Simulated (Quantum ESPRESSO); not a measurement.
## Canted and collinear textures of NiS

Symmetry: P6_3/mmc, No. 194, hexagonal system. Conventional cell: a = 3.425 Å, b = 3.425 Å, c = 5.340 Å, α = 90.00°, β = 90.00°, γ = 120.00°. Nearest to Ni lie 6 S at 2.39 Å and 2 Ni at 2.67 Å. Nearest to S lie 6 Ni at 2.39 Å. Farther neighbours and most contacts between anions are not listed.

```
CELL_PARAMETERS angstrom
3.42500 0.00000 0.00000
-1.71250 2.96614 0.00000
0.00000 0.00000 5.34000
ATOMIC_POSITIONS crystal
Ni 0.00000 0.00000 0.00000
Ni 0.00000 0.00000 0.50000
S 0.33333 0.66667 0.25000
S 0.66667 0.33333 0.75000
```

```
method              : LDA with U = 7.5 eV on Ni d (ortho-atomic projectors); plane waves with GBRV 1.5 LDA potentials, no spin-orbit coupling (and 1 further level or step)
program             : Quantum ESPRESSO 7.5
settings of one run : GBRV 1.5 LDA, potential files Ni: ni_lda_v1.4.uspp.F.UPF, S: s_lda_v1.4.uspp.F.UPF, cutoff 462.59 eV, 5×5×3 k-mesh, 66 bands, fermi-dirac occupations, smearing width 0.05 eV, SCF threshold 8.00e-9, symmetry off, Hubbard form dudarev, Hubbard projectors ortho-atomic, starting moments 2 2 0 0 μB
cost                : 4 runs, 22 min in all on 2 MPI ranks of Arm Neoverse V1, shared host (the runs of this entry)
notes               : The database entry behind the starting cell differs from later determinations by our own check (about 0.4 % short). Without spin–orbit coupling only the angles between moments matter. The cell holds only so many moments, so longer spirals cannot form in it.
lowest start        : random 1, two sublattices 150 degrees apart and collinear alternating
its final state     : antiferromagnetic
its moments         : 1.37 μB
its net moment      : 0.00199 μB a cell
```

No finished start ends non-collinear. The mesh is coarse, so differences of some ten meV can be noise where moments are itinerant.

[Logs and program files are shortened in this print: banners, set-up blocks, solver, clock and traceback lines can be left out without a mark of their own.]

[Logs are printed without paths, hosts, clocks, repeated set-up lines and the standing remarks that a program may print on its own settings, such as how far it seeks lower states.]

[Hosts, paths, dates, database ids (printed as entryN), source tags and the programs' standing remarks are cut or masked in the printed files.]

[Where a cell is said to come from a database of computed structures, the database is the Materials Project.]
